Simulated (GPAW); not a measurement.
# Ru L₃-edge XANES of NbRu (Pm-3m), part 2 of 3

How does the Ru L₃ edge of NbRu (Pm-3m) move when the bonds are compressed or stretched?

GPAW 26.7.0; X-ray absorption from dipole matrix elements to empty bands, plane-wave PAW LDA.

So far. Step 2 (The field without a hole): The mesh shows no gap, so the system is treated as a metal and the core electron is put at the Fermi level (neutral cell).

**4. Spectrum with XCH, Ru atom 1**

The holes are 5.5 Å apart. In GPAW the data set carries the hole's charge, so charge=0 means a charged cell and charge=-1 a neutral one. The excited electron is kept in the cell, where it fills the lowest empty states and screens the hole. After the field has converged, empty bands are computed with the density fixed and the dipole matrix elements are summed.

The absorber has 8 Nb at 2.76 Å and 6 Ru at 3.18 Å (cube and octahedron, as in bcc, site symmetry m-3m).

Contents of xas.py:

```python
import numpy as np
from ase import Atoms
from ase.parallel import parprint, paropen
from gpaw import GPAW, PW, FermiDirac, Mixer, MixerDif, setup_paths
from gpaw.test import gen
setup_paths.insert(0, '.')
gen('Ru', name='fch2p', xcname='LDA', corehole=(2, 1, 1), write_xml=True)
from gpaw.mpi import world
world.barrier()

atoms = Atoms('Ru4Nb4',
    cell=[[3.184, 3.184, 3.184],
     [-3.184, 3.184, -3.184],
     [-3.184, 3.184, 3.184]],
    scaled_positions=[[0.5, 0, 0],
     [0, 0.5, 0],
     [0.5, 0.5, 0.5],
     [0, 0, 0.5],
     [0, 0, 0],
     [0.5, 0.5, 0],
     [0, 0.5, 0.5],
     [0.5, 0, 0.5]],
    pbc=True)
atoms.calc = calc = GPAW(legacy_gpaw=True, mode=PW(430), xc='LDA', setups={0: 'fch2p'},
    kpts={'size': (6, 6, 6), 'gamma': True}, occupations=FermiDirac(0.1),
    charge=-1, mixer=Mixer(0.1, 5, 50), maxiter=150,
    convergence={'density': 0.0001}, txt='scf.txt')
energy = atoms.get_potential_energy() + calc.get_reference_energy()
ef = calc.get_fermi_level()
out = dict(energy=energy, fermi=ef, forces=atoms.get_forces().tolist())
parprint(f'all-electron energy {energy:.4f} eV, Fermi level {ef:.4f} eV')
ev = np.array([[calc.get_eigenvalues(k, s) for k in range(len(calc.get_ibz_k_points()))] for s in range(calc.get_number_of_spins())])
out['homo'], out['lumo'], out['counts'] = ev[ev < ef].max(), ev[ev > ef].min(), sorted(set((ev < ef).sum((0, 2)).tolist()))
out['filled'] = (ev[:, 0] < ef).sum(1).tolist()

from ase.units import Ha
from gpaw.xas import dipole_matrix_elements
nb = int(calc.get_number_of_electrons() / 2) + 120
top, nb = nb, nb + 8 + nb // 12
nscf = calc.fixed_density(kpts={'size': (6, 6, 6), 'gamma': True}, nbands=nb,
    convergence={'bands': top, 'eigenstates': 1e-5}, maxiter=60, txt='nscf.txt')
cell = atoms.cell.array
ops = [cell.T @ U.T @ np.linalg.inv(cell.T) for U in nscf.wfs.kd.symmetry.op_scc]
E = np.arange(-6, 34, 0.1)
fwhm = np.interp(E, [4, 25], [2, 3.5])
Y, X, zero, highest = 0, 0, 1e9, 1e9
for spin in range(nscf.get_number_of_spins()):
    wfs = nscf.wfs
    A = dipole_matrix_elements(wfs.setups[0])
    eps = np.zeros((wfs.kd.nibzkpts, nb))
    d = np.zeros((3, A.shape[1], wfs.kd.nibzkpts, nb), complex)
    for kpt in wfs.kpt_u:
        if kpt.s == spin and 0 in kpt.P_ani:
            eps[kpt.k] = kpt.eps_n * Ha
            d[:, :, kpt.k] = (kpt.weight * wfs.nspins / 2) ** 0.5 * np.inner(A, kpt.P_ani[0])
    world.sum(eps)
    world.sum(d)
    T = np.einsum('amkn,bmkn->abkn', d, d.conj()).real
    T = sum(np.einsum('ai,ijkn,bj->abkn', R, T, R) for R in ops) / len(ops)
    empty = eps > ef
    zero, highest = min(zero, eps[empty].min()), min(highest, eps[:, top - 1].min())
    lines = [(eps, T, empty)] if spin == 0 else lines + [(eps, T, empty)]
for eps, T, empty in lines:
    f = np.einsum('aakn->akn', T).reshape(3, -1)
    x = eps.ravel() - zero
    w = np.interp(x, E, fwhm) / 2.35482
    g = np.exp(-0.5 * ((E[:, None] - x) / w) ** 2) / (w * (2 * np.pi) ** 0.5)
    Y = Y + (f * empty.ravel()) @ g.T
    X = X + (f * ~empty.ravel()) @ g.T
out.update(E=E.round(2).tolist(), xas=Y.tolist(), xes=X.tolist(), zero=zero, valid=highest - zero, nk=len(eps), nb=nb)
for i in range(0, len(E), 10):
    parprint(f'{E[i]:7.2f}', *(f'{v:10.3e}' for v in Y[:, i]))
import json
with paropen('out.json', 'w') as f:
    json.dump(out, f)
```

Started as:

```
$ OMP_NUM_THREADS=1 mpirun -n 2 gpaw python xas.py
```

Numbers of over 12 decimals in the logs are rounded to 6 here.

The program printed:

```text
Input parameters:
  charge: -1
  convergence: {density: 0.0001}
  kpts: {gamma: True,
         size: (6, 6, 6)}
  maxiter: 150
  mixer: {backend: pulay,
          beta: 0.1,
          method: separate,
          nmaxold: 5,
          weight: 50}
  mode: {ecut: 430.0,
         name: pw}
  occupations: {fixmagmom: False,
                name: fermi-dirac,
                width: 0.1}
  setups: {0: fch2p}

Initialize ...

[... PAW data sets ...]

Reference energy: -904796.697568  # eV

Spin-paired calculation

[... convergence settings ...]
Symmetries present (total): 12
  [... symmetry matrices ...]

216 k-points: 6 x 6 x 6 Monkhorst-Pack grid + [1/12,1/12,1/12]
32 k-points in the irreducible part of the Brillouin zone
       k-points in crystal coordinates                weights
   0:     0.00000000    0.00000000    0.00000000          1/216
   1:     0.00000000    0.16666667    0.16666667          6/216
   2:     0.00000000    0.33333333   -0.33333333          2/216
   3:     0.00000000    0.33333333    0.16666667          6/216
   4:     0.00000000    0.33333333    0.33333333          6/216
   5:     0.00000000    0.50000000    0.33333333         12/216
   6:     0.00000000    0.50000000    0.50000000          3/216
   7:     0.16666667    0.00000000    0.16666667          6/216
   8:     0.16666667    0.16666667    0.16666667          6/216
   9:     0.16666667    0.16666667    0.33333333         12/216
          ...
  31:     0.50000000    0.50000000    0.50000000          1/216

Wave functions: Plane wave expansion
  Cutoff energy: 430.000 eV
  Number of coefficients (min, max): 2587, 2646
  Pulay-stress correction: 0.000000 eV/Ang^3 (de/decut=0.000000)
  Using FFTW library
  Wavefunction extrapolation:
    Improved wavefunction reuse through dual PAW basis

Occupation numbers: Fermi-Dirac:
  width: 0.1000  # eV

Eigensolver
   Davidson(niter=2)

Densities:
  Coarse grid: 27*27*27 grid
  Fine grid: 54*54*54 grid
  Total Charge: 0.000000

Density mixing:
  Method: separate
  Backend: pulay
  Linear mixing parameter: 0.1
  old densities: 5
  Width of damping distribution: 1.1
  Damping of long wavelength oscillations: 50

[... Hamiltonian set-up ...]
Number of atoms: 8
Number of atomic orbitals: 104
Number of bands in calculation: 75
Number of valence electrons: 117
Bands to converge: occupied

... initialized

Initializing position-dependent things.

Density initialized from atomic densities
Creating initial wave functions:
  75 bands from LCAO basis set

                 Nb
              Ru
            Ru      Ru

         Nb      Nb
               Nb
            Ru

Atomic positions and initial magnetic moments

Positions:
   0 Ru     1.592000    1.592000    1.592000    ( 0.0000,  0.0000,  0.0000)
   1 Ru    -1.592000    1.592000   -1.592000    ( 0.0000,  0.0000,  0.0000)
   2 Ru    -1.592000    4.776000    1.592000    ( 0.0000,  0.0000,  0.0000)
   3 Ru    -1.592000    1.592000    1.592000    ( 0.0000,  0.0000,  0.0000)
   4 Nb     0.000000    0.000000    0.000000    ( 0.0000,  0.0000,  0.0000)
   5 Nb     0.000000    3.184000    0.000000    ( 0.0000,  0.0000,  0.0000)
   6 Nb    -3.184000    3.184000    0.000000    ( 0.0000,  0.0000,  0.0000)
   7 Nb     0.000000    3.184000    3.184000    ( 0.0000,  0.0000,  0.0000)

Unit cell:
           periodic     x           y           z      points  spacing
  1. axis:    yes    3.184000    3.184000    3.184000    27     0.1668
  2. axis:    yes   -3.184000    3.184000   -3.184000    27     0.1668
  3. axis:    yes   -3.184000    3.184000    3.184000    27     0.1668

  Lengths:   5.514850   5.514850   5.514850
  Angles:   70.528779  70.528779 109.471221

Effective grid spacing dv^(1/3) = 0.1872

iter:   1  -114.780766
iter:   2  -105.787414   -0.81  -1.12
iter:   3  -104.909901   -0.55  -1.20
iter:   4  -100.532632   -1.51  -1.41
iter:   5   -99.608118   -1.39  -1.58
iter:   6   -99.607671   -2.52  -1.92
iter:   7   -99.842835   -2.22  -1.92
iter:   8   -99.651361   -2.20  -1.81
iter:   9   -99.574696   -2.53  -2.24
iter:  10   -99.575763   -3.93  -3.03
iter:  11   -99.575449c  -4.95  -3.08
iter:  12   -99.575165c  -5.02  -3.20
iter:  13   -99.574961c  -5.14  -3.22
iter:  14   -99.574934c  -5.40  -3.49
iter:  15   -99.574772c  -6.19  -3.92
iter:  16   -99.574778c  -7.29  -4.13c
iter:  17   -99.574781c  -7.53c -4.17c

Converged after 17 iterations.

Dipole moment: (0.000000, -0.000000, -0.000000) |e|*Ang

Energy contributions relative to reference atoms: (reference = -904796.697568)

Kinetic:        -20.375694
Potential:      -15.085932
External:        +0.000000
XC:             -62.389936
Entropy (-ST):   -0.437273
Local:           -1.504583
SIC:             +0.000000
--------------------------
Free energy:    -99.793417
Extrapolated:   -99.574781

Showing only first 2 kpts
 Kpt  Band  Eigenvalues  Occupancy
  0    56     12.99857    0.00056
  0    57     12.99857    0.00056
  0    58     13.33409    0.00002
  0    59     13.33409    0.00002

  1    56     12.42028    0.16735
  1    57     12.44659    0.13118
  1    58     12.78729    0.00464
[...]
Fermi level: 12.18094

No gap
No difference between direct/indirect transitions

Forces in eV/Ang:
  0 Ru   -0.00000   -0.00000    0.00000
  1 Ru    0.00000   -0.00000    0.00000
  2 Ru    0.00000    0.00000   -0.00000
  3 Ru   -0.00000    0.00000    0.00000
  4 Nb    0.00000   -0.00000    0.00000
  5 Nb    0.00000    0.00000    0.00000
  6 Nb    0.00000    0.00000   -0.00000
  7 Nb    0.00000    0.00000   -0.00000
Scalar-relativistic atomic LDA calculation for Ru (Ruthenium, Z=44)
Core hole in 2p state (2p occupation: 5.0)
750 radial gridpoints.
|------------------------------------------------|
|------------------------------------------------|
[... the atom generator's iteration count ...]

Energy contributions:
-------------------------
Kinetic:    +4567.004257
XC:          -124.357606
Potential:  -8861.544401
-------------------------
Total:      -4418.897750

state      eigenvalue         ekin         rmax
-----------------------------------------------
1s^2.0 :  -810.789758  1020.838434        0.022
2s^2.0 :  -119.528283   211.329662        0.123
2p^5.0 :  -108.030822   203.018947        0.098
3s^2.0 :   -21.807619    58.200770        0.357
3p^6.0 :   -17.911854    54.358007        0.349
3d^10.0:   -11.590504    49.517831        0.291
4s^2.0 :    -3.373979    14.366068        0.890
4p^6.0 :    -2.246267    11.932759        0.949
4d^7.0 :    -0.631256     6.808823        1.127
5s^1.0 :    -0.449315     1.854984        2.467
5p^0.0 :    -0.267617     1.147224        3.053
-----------------------------------------------
(units: Bohr and Hartree)

Generating PAW setup
Kinetic energy of the core from tauc = 4514.238730109916
Cutoffs:
rc(s)=2.420
rc(p)=2.430
rc(d)=2.370
rc(vbar)=2.420
rc(comp)=2.330
rc(nct)=2.430

Kinetic energy of the core states: 4417.158819
Charge: 1.0
Core electrons: 27.0
Valence electrons: 16.0
Pseudo-core charge: 0.000035
Shape function alpha=1.842
Pseudo-electron charge 5.695833
state    eigenvalue         norm
--------------------------------
4s(2) :    -3.373979     0.220227
5s(1) :    -0.449315     1.035204
4p(6) :    -2.246267     0.188784
5p(0) :    -0.267617     0.987217
4d(7) :    -0.631256     0.441062
*d    :     0.368744
--------------------------------

Diagonalizing with gridspacing h=0.050

state   all-electron     PAW
-------------------------------
4s:      -3.373979    -3.374511
4p:      -2.246267    -2.246716
4d:      -0.631256    -0.632596
*f:                   -0.023373
-------------------------------
all-electron energy -904896.2723 eV, Fermi level 12.1809 eV
[...]
31.00  5.598e-06  5.598e-06  5.598e-06
  32.00  6.041e-06  6.041e-06  6.041e-06
  33.00  5.954e-06  5.954e-06  5.954e-06
```

Wall time 6.2 min (2 MPI ranks of Arm Neoverse V1, shared host); peak memory 0.54 GiB; 12 min of CPU time.

The Ru L₃ spectrum, Ru atom 1, excited-electron core hole (neutral cell) (energy from the lowest empty level; intensity scaled to a mean of 1 over the first 20 eV):

| E (eV) | intensity |
| --- | --- |
| -2.0 | 0.06 |
| -1.5 | 0.25 |
| -1.0 | 0.69 |
| -0.5 | 1.44 |
| 0.0 | 2.27 |
| 0.5 | 2.78 |
| 1.0 | 2.82 |
| 1.5 | 2.52 |
| 2.0 | 2.21 |
| 2.5 | 1.97 |
| 3.0 | 1.67 |
| 3.5 | 1.26 |
| 4.0 | 0.88 |
| 4.5 | 0.65 |
| 5.0 | 0.55 |
| 5.5 | 0.51 |
| 6.0 | 0.48 |
| 6.5 | 0.46 |
| 7.0 | 0.43 |
| 7.5 | 0.41 |
| 8.0 | 0.40 |
| 8.5 | 0.44 |
| 9.0 | 0.52 |
| 9.5 | 0.64 |
| 10.0 | 0.76 |
| 10.5 | 0.84 |
| 11.0 | 0.89 |
| 11.5 | 0.93 |
| 12.0 | 0.96 |
| 12.5 | 0.99 |
| 13.0 | 1.01 |
| 13.5 | 1.03 |
| 14.0 | 1.04 |
| 14.5 | 1.02 |
| 15.0 | 0.98 |
| 15.5 | 0.90 |
| 16.0 | 0.80 |
| 16.5 | 0.72 |
| 17.0 | 0.67 |
| 17.5 | 0.67 |
| 18.0 | 0.69 |
| 18.5 | 0.72 |
| 19.0 | 0.73 |
| 19.5 | 0.71 |
| 20.0 | 0.67 |
| 20.5 | 0.62 |
| 21.0 | 0.60 |
| 21.5 | 0.61 |
| 22.0 | 0.64 |
| 22.5 | 0.69 |
| 23.0 | 0.74 |
| 23.5 | 0.77 |
| 24.0 | 0.79 |
| 24.5 | 0.78 |
| 25.0 | 0.76 |
| 25.5 | 0.74 |
| 26.0 | 0.72 |
| 26.5 | 0.71 |
| 27.0 | 0.70 |
| 27.5 | 0.70 |
| 28.0 | 0.69 |
| 28.5 | 0.68 |
| 29.0 | 0.67 |
| 29.5 | 0.65 |
| 30.0 | 0.65 |
| 30.5 | 0.66 |
| 31.0 | 0.69 |
| 31.5 | 0.72 |
| 32.0 | 0.74 |

Main maxima below 30 eV (height): 0.8 eV (2.86), 14.0 eV (1.04), 18.8 eV (0.73) and 24.2 eV (0.79). At an L edge the dipole rule selects empty d (and weakly s) states on the absorber, and the strong line at the onset measures the empty part of its d band.

The energy difference (zero at 2870 eV) isn't read as a photon energy: for so heavy an absorber the terms left out (core spin–orbit splitting, the hole's spin, the functional's error) amount to tens of eV or more.

**5. Supercell without a hole, the energy reference**

The cell changes for the next run, so it gets a reference energy of its own.

The cell differs from the one that the last finished run ended in (a 5.515 → 5.344 Å, b 5.515 → 5.344 Å, c 5.515 → 5.344 Å).

Contents of scf.py:

```python
import numpy as np
from ase import Atoms
from ase.parallel import parprint, paropen
from gpaw import GPAW, PW, FermiDirac, Mixer, MixerDif, setup_paths
from gpaw.test import gen
setup_paths.insert(0, '.')
gen('Ru', name='nch2p', xcname='LDA', corehole=(2, 1, 0), write_xml=True)
from gpaw.mpi import world
world.barrier()

atoms = Atoms('Ru4Nb4',
    cell=[[3.08546191, 3.08546191, 3.08546191],
     [-3.08546191, 3.08546191, -3.08546191],
     [-3.08546191, 3.08546191, 3.08546191]],
    scaled_positions=[[0.5, 0, 0],
     [0, 0.5, 0],
     [0.5, 0.5, 0.5],
     [0, 0, 0.5],
     [0, 0, 0],
     [0.5, 0.5, 0],
     [0, 0.5, 0.5],
     [0.5, 0, 0.5]],
    pbc=True)
atoms.calc = calc = GPAW(legacy_gpaw=True, mode=PW(430), xc='LDA', setups={0: 'nch2p'},
    kpts={'size': (6, 6, 6), 'gamma': True}, occupations=FermiDirac(0.1),
    charge=0, mixer=Mixer(0.1, 5, 50), maxiter=150,
    convergence={'density': 0.0001}, txt='scf.txt')
energy = atoms.get_potential_energy() + calc.get_reference_energy()
ef = calc.get_fermi_level()
out = dict(energy=energy, fermi=ef, forces=atoms.get_forces().tolist())
parprint(f'all-electron energy {energy:.4f} eV, Fermi level {ef:.4f} eV')
ev = np.array([[calc.get_eigenvalues(k, s) for k in range(len(calc.get_ibz_k_points()))] for s in range(calc.get_number_of_spins())])
out['homo'], out['lumo'], out['counts'] = ev[ev < ef].max(), ev[ev > ef].min(), sorted(set((ev < ef).sum((0, 2)).tolist()))
out['filled'] = (ev[:, 0] < ef).sum(1).tolist()
import json
with paropen('out.json', 'w') as f:
    json.dump(out, f)
```

Started as:

```
$ OMP_NUM_THREADS=1 mpirun -n 2 gpaw python scf.py
```

The program printed:

```text
Input parameters:
  convergence: {density: 0.0001}
  kpts: {gamma: True,
         size: (6, 6, 6)}
  maxiter: 150
  mixer: {backend: pulay,
          beta: 0.1,
          method: separate,
          nmaxold: 5,
          weight: 50}
  mode: {ecut: 430.0,
         name: pw}
  occupations: {fixmagmom: False,
                name: fermi-dirac,
                width: 0.1}
  setups: {0: nch2p}

Initialize ...

[...]
5s(1) :    -0.165642     1.006927
4p(6) :    -1.710171     0.232766
5p(0) :    -0.037961     0.989362
4d(7) :    -0.198508     0.557875
*d    :     0.801492
--------------------------------

Diagonalizing with gridspacing h=0.050

state   all-electron     PAW
-------------------------------
4s:      -2.807098    -2.807664
4p:      -1.710171    -1.710635
4d:      -0.198508    -0.199753
*f:                    0.068975
-------------------------------
all-electron energy -907766.2948 eV, Fermi level 13.9859 eV
[key lines of the parts left out:]
Converged after 18 iterations.
Dipole moment: (-0.000000, -0.000000, -0.000000) |e|*Ang
Free energy:    -90.708439
Fermi level: 13.98588
```

Elapsed: 2.1 min, on 2 MPI ranks; peak memory 0.31 GiB; 4.3 min of CPU time.

Reference energy: -907766.295 eV with the cores included.

**6. Spectrum with XCH, Ru atom 1**

Shorter bonds are expected to push antibonding states and scattering resonances up, and longer ones down; the cell is scaled to test that.

Changed against the first core-hole run: volume scale from 1 to 0.91.

xas.py, as its differences from that of step 4:

```diff
@@ -11,5 +11,5 @@
 atoms = Atoms('Ru4Nb4',
-    cell=[[3.184, 3.184, 3.184],
-     [-3.184, 3.184, -3.184],
-     [-3.184, 3.184, 3.184]],
+    cell=[[3.08546191, 3.08546191, 3.08546191],
+     [-3.08546191, 3.08546191, -3.08546191],
+     [-3.08546191, 3.08546191, 3.08546191]],
     scaled_positions=[[0.5, 0, 0],
@@ -37,3 +37,3 @@
 from gpaw.xas import dipole_matrix_elements
-nb = int(calc.get_number_of_electrons() / 2) + 120
+nb = int(calc.get_number_of_electrons() / 2) + 113
 top, nb = nb, nb + 8 + nb // 12
```

Started as:

```
$ OMP_NUM_THREADS=1 mpirun -n 2 gpaw python xas.py
```

The program printed:

```text
Input parameters:
  charge: -1
  convergence: {density: 0.0001}
  kpts: {gamma: True,
         size: (6, 6, 6)}
  maxiter: 150
  mixer: {backend: pulay,
          beta: 0.1,
          method: separate,
          nmaxold: 5,
          weight: 50}
  mode: {ecut: 430.0,
         name: pw}
  occupations: {fixmagmom: False,
                name: fermi-dirac,
                width: 0.1}
  setups: {0: fch2p}

Initialize ...

[...]
*d    :     0.368744
--------------------------------

Diagonalizing with gridspacing h=0.050

state   all-electron     PAW
-------------------------------
4s:      -3.373979    -3.374511
4p:      -2.246267    -2.246716
4d:      -0.631256    -0.632596
*f:                   -0.023373
-------------------------------
all-electron energy -904896.4837 eV, Fermi level 13.7950 eV
[...]
32.00  5.048e-06  5.048e-06  5.048e-06
  33.00  5.467e-06  5.467e-06  5.467e-06
[key lines of the parts left out:]
Converged after 16 iterations.
Dipole moment: (-0.000000, -0.000000, -0.000000) |e|*Ang
Free energy:    -99.986750
Fermi level: 13.79499
```

Wall time 5.4 min (2 MPI ranks); peak memory 0.52 GiB; 11 min of CPU time.

| E (eV) | first run | this run |
| --- | --- | --- |
| -2.0 | 0.06 | 0.06 |
| -1.0 | 0.69 | 0.65 |
| 0.0 | 2.27 | 2.16 |
| 1.0 | 2.82 | 2.69 |
| 2.0 | 2.21 | 2.08 |
| 3.0 | 1.67 | 1.75 |
| 4.0 | 0.88 | 1.10 |
| 5.0 | 0.55 | 0.58 |
| 6.0 | 0.48 | 0.48 |
| 7.0 | 0.43 | 0.45 |
| 8.0 | 0.40 | 0.41 |
| 9.0 | 0.52 | 0.38 |
| 10.0 | 0.76 | 0.50 |
| 11.0 | 0.89 | 0.76 |
| 12.0 | 0.96 | 0.97 |
| 13.0 | 1.01 | 1.07 |
| 14.0 | 1.04 | 1.12 |
| 15.0 | 0.98 | 1.10 |
| 16.0 | 0.80 | 0.98 |
| 17.0 | 0.67 | 0.76 |
| 18.0 | 0.69 | 0.64 |
| 19.0 | 0.73 | 0.69 |
| 20.0 | 0.67 | 0.75 |
| 21.0 | 0.60 | 0.70 |
| 22.0 | 0.64 | 0.60 |
| 23.0 | 0.74 | 0.58 |
| 24.0 | 0.79 | 0.66 |
| 25.0 | 0.76 | 0.74 |
| 26.0 | 0.72 | 0.76 |
| 27.0 | 0.70 | 0.73 |
| 28.0 | 0.69 | 0.70 |
| 29.0 | 0.67 | 0.69 |
| 30.0 | 0.65 | 0.67 |
| 31.0 | 0.69 | 0.63 |
| 32.0 | 0.74 | 0.61 |

Against the first run the r.m.s. difference is 10 %. The highest intensity below 24 eV goes from 0.8 eV (2.86) to 0.8 eV (2.73).

The photon energy of the zero moves by +0.11 eV.

**7. Supercell without a hole, the energy reference**

The cell changes for the next run, so it gets a reference energy of its own.

The cell differs from the one that the last finished run ended in (a 5.344 → 5.569 Å, b 5.344 → 5.569 Å, c 5.344 → 5.569 Å).

scf.py, as its differences from that of step 5:

```diff
@@ -11,5 +11,5 @@
 atoms = Atoms('Ru4Nb4',
-    cell=[[3.08546191, 3.08546191, 3.08546191],
-     [-3.08546191, 3.08546191, -3.08546191],
-     [-3.08546191, 3.08546191, 3.08546191]],
+    cell=[[3.2155268, 3.2155268, 3.2155268],
+     [-3.2155268, 3.2155268, -3.2155268],
+     [-3.2155268, 3.2155268, 3.2155268]],
     scaled_positions=[[0.5, 0, 0],
```

Started as:

```
$ OMP_NUM_THREADS=1 mpirun -n 2 gpaw python scf.py
```

The program printed:

```text
Input parameters:
  convergence: {density: 0.0001}
  kpts: {gamma: True,
         size: (6, 6, 6)}
  maxiter: 150
  mixer: {backend: pulay,
          beta: 0.1,
          method: separate,
          nmaxold: 5,
          weight: 50}
  mode: {ecut: 430.0,
         name: pw}
  occupations: {fixmagmom: False,
                name: fermi-dirac,
                width: 0.1}
  setups: {0: nch2p}

Initialize ...

[...]
5s(1) :    -0.165642     1.006927
4p(6) :    -1.710171     0.232766
5p(0) :    -0.037961     0.989362
4d(7) :    -0.198508     0.557875
*d    :     0.801492
--------------------------------

Diagonalizing with gridspacing h=0.050

state   all-electron     PAW
-------------------------------
4s:      -2.807098    -2.807664
4p:      -1.710171    -1.710635
4d:      -0.198508    -0.199753
*f:                    0.068975
-------------------------------
all-electron energy -907765.5445 eV, Fermi level 11.8746 eV
[key lines of the parts left out:]
Converged after 14 iterations.
Dipole moment: (-0.000000, 0.000000, 0.000000) |e|*Ang
Free energy:    -89.982528
Fermi level: 11.87465
```

The job ended after 1.8 min (2 MPI ranks; peak memory 0.31 GiB; 3.6 min of CPU time).

Reference energy: -907765.544 eV with the cores included.

[end of part 2 of 3]

[Banner, clock and machine lines of the logs are left out without a mark of their own.]

[Logs are printed without paths, hosts, clocks, repeated set-up lines and the standing remarks that a program may print on its own settings, such as how far it seeks lower states.]

[Hosts, paths, dates, database ids (printed as entryN), source tags and the programs' standing remarks are cut or masked in the printed files.]

[Lists of maxima count a maximum above −3 eV only where it reaches 4 % of the highest in the window and stands out from its surroundings by 2 % of it (1.5 % where it reaches 55 %); shoulders and weaker maxima are passed over, and of the rest the first, up to two pre-edge ones and the few strongest are named.]
